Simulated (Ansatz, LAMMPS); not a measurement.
**Amorphous 21HfO2-79Al2O3 (mol %) (110 atoms): geometry optimisation**

Wanted: the relaxed structure of amorphous 21HfO2-79Al2O3 (mol %) (110 atoms) and its electronic structure.

Program: Ansatz 0.2.0. Level of theory: Kohn-Sham DFT, PBE, PAW (set soft_2), plane waves. Results are calculated unless marked as measured.

## Step 1: The starting structure

The cell holds 110 atoms: 5 Hf, 38 Al and 67 O. Its edges and angles: a = 10.802 Å, b = 10.802 Å, c = 10.802 Å, α = 90.0°, β = 90.0°, γ = 90.0°. 110 atoms (5 Zr, 38 Al, 67 O) placed at random at 3.36 g/cm³, melted at 5000 K for 10 ps at fixed volume with the Morse and Coulomb pair potential with partial charges (Pedone, Malavasi, Menziani, Cormack and Segre, J. Phys. Chem. B 110, 11780 (2006)). Quenched from 5000 K to 300 K at 50 K/ps and fixed volume, held 5 ps, then minimised at fixed cell. Then Zr was replaced by Hf (the potential has no terms for the new elements, so the cell is a start for a DFT relaxation).

What the set-up can't give: The quench rate of 50 K/ps far exceeds what a furnace or splat quench reaches, so expect more defects and frozen-in strain than in a real sample. The network of bonds at the start is that of the classical potential that made the cell. Only the Γ point is sampled in the main run, in a cell whose shortest periodic width is 11 Å. Spin–orbit coupling is left out, which matters for the levels of the heavy elements.

## Step 2: How the cell was made

A classical potential makes the cell, at a small fraction of what the same run would cost in DFT.

This step: classical MD, Morse and Coulomb pair potential with partial charges (Pedone, Malavasi, Menziani, Cormack and Segre, J. Phys. Chem. B 110, 11780 (2006)) (LAMMPS 22 Jul 2025 - Update 4).

The input, in.lmp:

```
# melt-quench of Zr5Al38O67
units metal
atom_style charge
boundary p p p
region box block 0 10.8017 0 10.8017 0 10.8017
create_box 3 box
mass 1 91.2240   # Zr
mass 2 26.9815   # Al
mass 3 15.9990   # O
create_atoms 1 random 5 40971 NULL overlap 1.5 maxtry 2000
create_atoms 2 random 38 40978 NULL overlap 1.5 maxtry 2000
create_atoms 3 random 67 40985 NULL overlap 1.5 maxtry 2000
pair_style hybrid/overlay pedone 5.5 coul/long 8.0
pair_coeff * * coul/long
pair_coeff 1 3 pedone 0.206237 2.479675 2.436997 1   # Zr-O
pair_coeff 2 3 pedone 0.361581 1.900442 2.164818 0.9   # Al-O
pair_coeff 3 3 pedone 0.042395 1.379316 3.618701 22   # O-O
set type 1 charge 2.4
set type 2 charge 1.8
set type 3 charge -1.2
kspace_style pppm 1.0e-4
neigh_modify delay 0 every 1 check yes
thermo_style custom step time temp pe press density
thermo_modify norm yes
timestep 0.002
thermo 100
min_style cg
minimize 1e-4 1e-4 200 2000
reset_timestep 0
velocity all create 5000 40972 mom yes dist gaussian
fix lim all nve/limit 0.05
fix lan all langevin 5000 5000 0.2 40973 zero yes
thermo 500
run 1000 post no
# [... 10 lines left out ...]
thermo 1250
fix md all nvt temp 300 300 0.2
run 2500 post no
unfix md
thermo 100
min_style cg
minimize 0 1e-3 2000 20000
write_dump all custom glass.dump id type xs ys zs modify sort id
```

The run is started by

```sh
$ lmp -in in.lmp -log none -nocite
```

Numbers of over 12 decimals in the logs are rounded to 6 here.

Log:

```text
LAMMPS (22 Jul 2025 - Update 4)
Created orthogonal box = (0 0 0) to (10.8017 10.8017 10.8017)
Created 5 atoms
Created 38 atoms
Created 67 atoms
PPPM initialization ...
  G vector (1/distance) = 0.38326414
  grid = 12 12 12
  estimated relative force accuracy = 5.5125516e-05
   Step          Time           Temp          PotEng         Press         Density
         0   0              0             -0.085982286    949535.26      3.3642098
        72   0.144          0             -13.654047     -25069.399      3.3642098
Loop time of 0.0638421 s on 1 MPI rank(s) for 72 steps with 110 atoms
Minimization stats:
  Stopping criterion = energy tolerance
[... 36 lines left out ...]
     55000   110            251.93454     -13.746578     -87261.325      3.3642098
     55500   111            292.53458     -13.747649     -97151.048      3.3642098
Loop time of 1.23673 s on 1 MPI rank(s) for 2500 steps with 110 atoms
   Step          Time           Temp          PotEng         Press         Density
     55500   111            292.53458     -13.747649     -97151.048      3.3642098
     55513   111.026        292.53458     -13.784256     -102415.81      3.3642098
Loop time of 0.0364764 s on 1 MPI rank(s) for 13 steps with 110 atoms
Minimization stats:
  Stopping criterion = linesearch alpha is zero
  Energy initial, next-to-last, final =
     -13.7476488908866  -13.7842563187614  -13.7842563187614
  Force two-norm initial, final = 11.992705 0.41182293
  Iterations, force evaluations = 13 59
```

Run time: 30 s. Hardware: 1 thread of Intel Xeon Platinum 8375C at 2.90GHz (Ice Lake), shared host; peak memory 0.071 GiB.

## Step 3: Single point at the start

The forces at the start show how far the geometry lies from a minimum of this functional.

The input, input.yaml:

```yaml
crystal:
  lattice:
    - [10.8017, 0.0, 0.0]
    - [0.0, 10.8017, 0.0]
    - [0.0, 0.0, 10.8017]
  atoms:
    - { symbol: Hf, position: [0.10679, 0.10672, 0.7009] }
    - { symbol: Hf, position: [0.96926, 0.06695, 0.23748] }
    - { symbol: Hf, position: [0.25632, 0.83582, 0.72598] }
    - { symbol: Hf, position: [0.04207, 0.41346, 0.89877] }
    - { symbol: Hf, position: [0.44294, 0.06804, 0.90656] }
    - { symbol: Al, position: [0.01286, 0.72593, 0.2605] }
    - { symbol: Al, position: [0.15646, 0.54276, 0.42792] }
    - { symbol: Al, position: [0.32126, 0.07634, 0.21052] }
    - { symbol: Al, position: [0.50925, 0.88678, 0.37532] }
    - { symbol: Al, position: [0.90234, 0.78285, 0.98375] }
    - { symbol: Al, position: [0.69799, 0.21352, 0.06971] }
    - { symbol: Al, position: [0.42409, 0.75488, 0.99912] }
    - { symbol: Al, position: [0.59305, 0.34573, 0.39045] }
    - { symbol: Al, position: [0.62368, 0.06771, 0.24238] }
    - { symbol: Al, position: [0.55898, 0.47999, 0.64133] }
    - { symbol: Al, position: [0.76971, 0.99992, 0.48792] }
    - { symbol: Al, position: [0.76708, 0.8209, 0.26026] }
    - { symbol: Al, position: [0.23191, 0.30205, 0.55] }
    - { symbol: Al, position: [0.85697, 0.52291, 0.38726] }
    - { symbol: Al, position: [0.053, 0.39232, 0.21281] }
    - { symbol: Al, position: [0.74098, 0.36133, 0.87726] }
    - { symbol: Al, position: [0.5665, 0.88338, 0.69822] }
    - { symbol: Al, position: [0.64646, 0.6373, 0.85709] }
    - { symbol: Al, position: [0.85052, 0.43836, 0.63369] }
    - { symbol: Al, position: [0.35802, 0.31814, 0.78649] }
    - { symbol: Al, position: [0.70103, 0.71409, 0.55612] }
    - { symbol: Al, position: [0.5357, 0.49142, 0.06324] }
    - { symbol: Al, position: [0.42576, 0.69637, 0.4887] }
    - { symbol: Al, position: [0.91876, 0.10181, 0.91586] }
    - { symbol: Al, position: [0.1507, 0.97841, 0.99608] }
    - { symbol: Al, position: [0.81673, 0.55831, 0.0938] }
    - { symbol: Al, position: [0.34188, 0.36388, 0.30279] }
    - { symbol: Al, position: [0.2659, 0.54937, 0.6939] }
    - { symbol: Al, position: [0.1625, 0.69469, 0.0159] }
    - { symbol: Al, position: [0.66865, 0.9332, 0.99164] }
    - { symbol: Al, position: [0.6425, 0.22034, 0.66162] }
    - { symbol: Al, position: [0.60598, 0.58479, 0.3169] }
    - { symbol: Al, position: [0.9638, 0.2418, 0.44258] }
    - { symbol: Al, position: [0.99974, 0.64652, 0.76981] }
    - { symbol: Al, position: [0.20041, 0.92552, 0.4215] }
    - { symbol: Al, position: [0.28717, 0.32554, 0.05613] }
    - { symbol: Al, position: [0.26988, 0.71255, 0.26539] }
    - { symbol: Al, position: [0.83056, 0.90678, 0.74728] }
    - { symbol: O, position: [0.32009, 0.23892, 0.19216] }
    - { symbol: O, position: [0.65544, 0.56121, 0.15484] }
    - { symbol: O, position: [0.50968, 0.88372, 0.959] }
    - { symbol: O, position: [0.29384, 0.62681, 0.40094] }
    - { symbol: O, position: [0.55591, 0.59534, 0.52785] }
    - { symbol: O, position: [0.00519, 0.25175, 0.28366] }
    - { symbol: O, position: [0.78598, 0.11734, 0.17681] }
    - { symbol: O, position: [0.14233, 0.80292, 0.33259] }
    - { symbol: O, position: [0.79736, 0.20402, 0.94137] }
    - { symbol: O, position: [0.91087, 0.47456, 0.21455] }
    - { symbol: O, position: [0.51742, 0.62585, 0.95812] }
    - { symbol: O, position: [0.19687, 0.46343, 0.56449] }
    - { symbol: O, position: [0.41984, 0.94392, 0.74508] }
    - { symbol: O, position: [0.68403, 0.0982, 0.57599] }
    - { symbol: O, position: [0.1793, 0.98405, 0.83463] }
    - { symbol: O, position: [0.28282, 0.74668, 0.90356] }
    - { symbol: O, position: [0.90657, 0.38327, 0.48932] }
    - { symbol: O, position: [0.07745, 0.83584, 0.02138] }
    - { symbol: O, position: [0.62927, 0.35709, 0.0156] }
    - { symbol: O, position: [0.75374, 0.6957, 0.36413] }
    - { symbol: O, position: [0.55971, 0.84191, 0.53805] }
    - { symbol: O, position: [0.05174, 0.60997, 0.92996] }
    - { symbol: O, position: [0.18084, 0.42624, 0.3132] }
    - { symbol: O, position: [0.26724, 0.22372, 0.69011] }
    - { symbol: O, position: [0.9171, 0.88512, 0.27427] }
    - { symbol: O, position: [0.67768, 0.9545, 0.35694] }
    - { symbol: O, position: [0.52908, 0.20284, 0.77879] }
    - { symbol: O, position: [0.9208, 0.77984, 0.80036] }
    - { symbol: O, position: [0.63201, 0.73129, 0.73068] }
    - { symbol: O, position: [0.64974, 0.48821, 0.78972] }
    - { symbol: O, position: [0.1417, 0.64304, 0.16988] }
    - { symbol: O, position: [0.6769, 0.95348, 0.79859] }
    - { symbol: O, position: [0.58942, 0.09363, 0.03965] }
    - { symbol: O, position: [0.4813, 0.44848, 0.3165] }
    - { symbol: O, position: [0.00774, 0.60299, 0.39167] }
    [... 26 atom lines left out ...]
    - { symbol: O, position: [0.51466, 0.72355, 0.33152] }
    - { symbol: O, position: [0.76891, 0.67482, 0.9505] }
    - { symbol: O, position: [0.34526, 0.24176, 0.92999] }
    - { symbol: O, position: [0.16974, 0.95309, 0.58552] }
    - { symbol: O, position: [0.13716, 0.6813, 0.70081] }
    - { symbol: O, position: [0.34022, 0.28572, 0.44188] }
kpoints:
  mp_grid: { grid: [1, 1, 1] }
hamiltonian:
  xc: pbe
scf:
  occupations: { method: fermi_dirac, width: 0.025 }
output:
  forces: true
```

The run is started by

```sh
$ ansatz run input.yaml --threads 4 --pin off --max-ram 8192MiB --backend cpu --events-out ev --progress --plain --runs-dir out
```

Log:

```text
Engine: ansatz 0.2.0, x86_64-unknown-linux-gnu
Pseudopotentials: kind: paw
Pseudopotential: Hf, paw, valence charge 26, recommended cutoff 420 eV (normal), Hf.paw.azcp
Pseudopotential: Al, paw, valence charge 3, recommended cutoff 420 eV (normal), Al.paw.azcp
Pseudopotential: O, paw, valence charge 6, recommended cutoff 420 eV (normal), O.paw.azcp
[... 5 lines on functional and potentials left out ...]
Crystal: 110 atoms, lattice volume = 1260.307 Å³
Basis set: ecut = 420 eV, 24573 PW (Γ), exchange–correlation on 150×150×150 points (8 copies of the dense FFT grid, shifted against one another)
Bands: 433, of which v1, the nominal top of the filled ones, is band 323 counted from 1 (322 counted from 0)
Symmetry: 1 space group operations
Space group: P1 (ITA 1), of the structure as read, at distance tolerance 1.1e-4 Å
k-points: 1
[... 7 lines on functional and potentials left out ...]
Initial density: superposition of atomic densities (neutral atoms: chi_scale 0, normalization atom), corrected by the library's trained network
Initial wavefunctions: pseudopotential atomic-orbital guess
Functional: x = pbe(κ = 0.804, μ = 0.219515), c = pbe(β = 0.066725)
SCF iter   1: F=—  HF=-137200.488327 eV  |F-HF|=—  |Δ(HF+E_count)|=         —  Δρ=2.52e-3  dr2=7.76e-2  ethr=1.77e-3  ⟨swp⟩=6.0  Hψ=1844  notcnv=0  defer=26
preconditioner: auto → Resta (q_TF=auto, 2.441 Å⁻¹)  ε∞=3.9  [insulator: Δε(μ)=3.629 eV  Ē_g=15.070 eV  σ=0.025 eV  W_gap=1.00  n_scr=304 (ndim 8)  ℏωp=25.7 eV  f_vac=0.051  D(μ)=0.00/eV (n_scr^D=0)  ε∞_Penn≈3.9]
SCF iter   2: F=—  HF=-137200.495417 eV  |F-HF|=—  |Δ(HF+E_count)|=   7.09e-3  Δρ=1.33e-3  dr2=1.84e-2  ethr=1.20e-5  ⟨swp⟩=2.0  Hψ=810  notcnv=0  defer=101
SCF iter   3: F=—  HF=-137200.500272 eV  |F-HF|=—  |Δ(HF+E_count)|=   4.86e-3  Δρ=5.64e-4  dr2=5.09e-3  ethr=2.86e-6  ⟨swp⟩=2.0  Hψ=589  notcnv=0  defer=42
automatic band count: iteration 3 solves 374 bands in place of 433: the levels show a gap, and the empty bands left out lie too high to hold charge; the band table lists the bands solved (type scf.n_extra_bands for more)
SCF iter   4: F=—  HF=-137200.500647 eV  |F-HF|=—  |Δ(HF+E_count)|=   3.75e-4  Δρ=1.58e-4  dr2=3.73e-4  ethr=7.89e-7  ⟨swp⟩=2.0  Hψ=589  notcnv=0  defer=42
SCF iter   5: F=—  HF=-137200.500772 eV  |F-HF|=—  |Δ(HF+E_count)|=   1.24e-4  Δρ=1.15e-4  dr2=1.46e-4  ethr=5.77e-8  ⟨swp⟩=2.0  Hψ=655  notcnv=0  defer=42
SCF iter   6: F=—  HF=-137200.500757 eV  |F-HF|=—  |Δ(HF+E_count)|=   1.48e-5  Δρ=2.72e-5  dr2=1.02e-5  ethr=2.26e-8  ⟨swp⟩=2.0  Hψ=655  notcnv=0  defer=42
SCF iter   7: F=—  HF=-137200.498826 eV  |F-HF|=—  |Δ(HF+E_count)|=   1.93e-3  Δρ=1.46e-5  dr2=2.54e-6  ethr=1.58e-9  ⟨swp⟩=2.0  Hψ=697  notcnv=0  defer=42
SCF iter   8: F=—  HF=-137200.498827 eV  |F-HF|=—  |Δ(HF+E_count)|=   1.10e-6  Δρ=7.46e-6  dr2=6.67e-7  ethr=3.93e-10  ⟨swp⟩=2.0  Hψ=655  notcnv=0  defer=42
SCF iter   9: F=-137200.498828 eV  HF=-137200.498828 eV  |F-HF|=3.95e-8  |Δ(HF+E_count)|=   3.07e-7  Δρ=1.75e-6  dr2=5.32e-8  ethr=1.55e-11  ⟨swp⟩=2.0  Hψ=1352  notcnv=0
SCF 1 converged in 9 iterations: F = -137200.498828 eV  dr2 = 5.32e-8
  greatest PAW one-centre occupation: 0.999 electrons in one spin orbital (limit 2), on the Hf atom at site 3 (counted from 0), in its partial waves of l = 0
SCF converged after 9 iterations
Free energy (F): -137200.498828 eV
Harris-Foulkes:  -137200.498828 eV  (|F-HF|=3.95e-8)
Internal energy: -137200.498828 eV  (E = F + TS)
E sigma→0 (E₀):  -137200.498828 eV
Fermi energy:    7.896454 eV
--- Per-component energies (eV) ---
  E_band       = -1925.558271
  E_kinetic    = 14943.637034
  E_local      = -72982.746619  (includes V_loc(G=0)·N_el)
  E_nonlocal   = -2639.536137
  E_hartree    = 31501.853156
  E_xc         = -8009.292371
  E_vxc        = -8812.307489  (∫ρ·V_xc dr)
  E_paw        = -63018.996067  (= ΣΔE_a)
  E_vpaw       = 4561.533758  (= ΣTr[D̂ρ^β])
  E_aug_tail   = 0.168217  (compensation charges beyond the density's cutoff)
  E_ewald      = -36995.586041
  E_smearing   = -0.000000  (= −TS)
  E_closure    = 0.000000  (closes the sum)
  Σ components = -137200.498828   (vs F -137200.498828, Δ=0.00e0)
--- Forces (eV/Å), atoms counted from 1 ---
  atom   1  Hf    -0.42160573     0.33561567     0.40272275
  atom   2  Hf    -0.87273503    -0.18254544    -0.57782962
  atom   3  Hf     0.09856156    -0.72688100    -0.02548081
  atom   4  Hf     0.30047910    -0.74483589    -0.42621152
  atom   5  Hf     0.51143898     0.03241712    -0.47624681
  atom   6  Al     0.78706356    -0.06027734    -0.05781273
  atom   7  Al     0.01234530    -0.18916136    -0.06981081
  atom   8  Al    -0.58869473    -0.37651497     0.29249897
  atom   9  Al    -0.25088650     0.14225638     0.16499725
  atom  10  Al     0.21170321    -0.08276187    -0.63553089
  atom  11  Al     0.28344744     0.76023329     0.42568336
  atom  12  Al    -0.44626419    -0.33505229    -0.22384951
  atom  13  Al     0.02109716    -0.05161742    -0.19031043
  atom  14  Al     0.23973955     0.01467529    -0.26056857
[...]
atom 109  O      1.50537749     0.07822791    -0.66180052
  atom 110  O      0.97509130    -0.70304246    -0.45484148
  max |Σ_I F_I| component: 1.12e-4 eV/Å
```

It took 10 s on 4 threads of Intel Xeon Platinum 8375C at 2.90GHz (Ice Lake), shared host; peak memory 1.9 GiB.

The run gave:

- free energy: -137200.4988 eV
- free energy per atom: -1247.2773 eV/atom
- SCF cycles: 9
- r.m.s. force component: 0.4397 eV/Å
- longest force: 1.729 eV/Å
- Fermi energy: 7.896 eV

The r.m.s. force component of 0.44 eV/Å sets the starting point.

Neighbours are counted within 2.48 Å (O-Al), 2.82 Å (O-Hf).

Length of the force by element and coordination:

| element | coordination | atoms | mean length of the force (eV/Å) | spread | least | most |
| --- | --- | --- | --- | --- | --- | --- |
| Al | all | 38 | 0.520 | 0.230 | 0.0602 | 1.00 |
| Al | 4 | 21 | 0.503 | 0.247 | 0.0602 | 0.998 |
| Al | 5 | 13 | 0.551 | 0.210 | 0.291 | 1.00 |
| Al | 6 | 4 | 0.513 | 0.182 | 0.262 | 0.707 |
| Hf | all | 5 | 0.816 | 0.148 | 0.673 | 1.06 |
| O | all | 67 | 0.774 | 0.343 | 0.0824 | 1.73 |
| O | 2 | 5 | 0.851 | 0.265 | 0.568 | 1.29 |
| O | 3 | 55 | 0.748 | 0.351 | 0.0824 | 1.73 |
| O | 4 | 7 | 0.924 | 0.274 | 0.507 | 1.30 |

(Part 1 of 4 ends here.)

[Logs are printed without paths, hosts, clocks, repeated set-up lines and the standing remarks that a program may print on its own settings, such as how far it seeks lower states.]

[Hosts, paths, dates, database ids (printed as entryN), source tags and the programs' standing remarks are cut or masked in the printed files.]
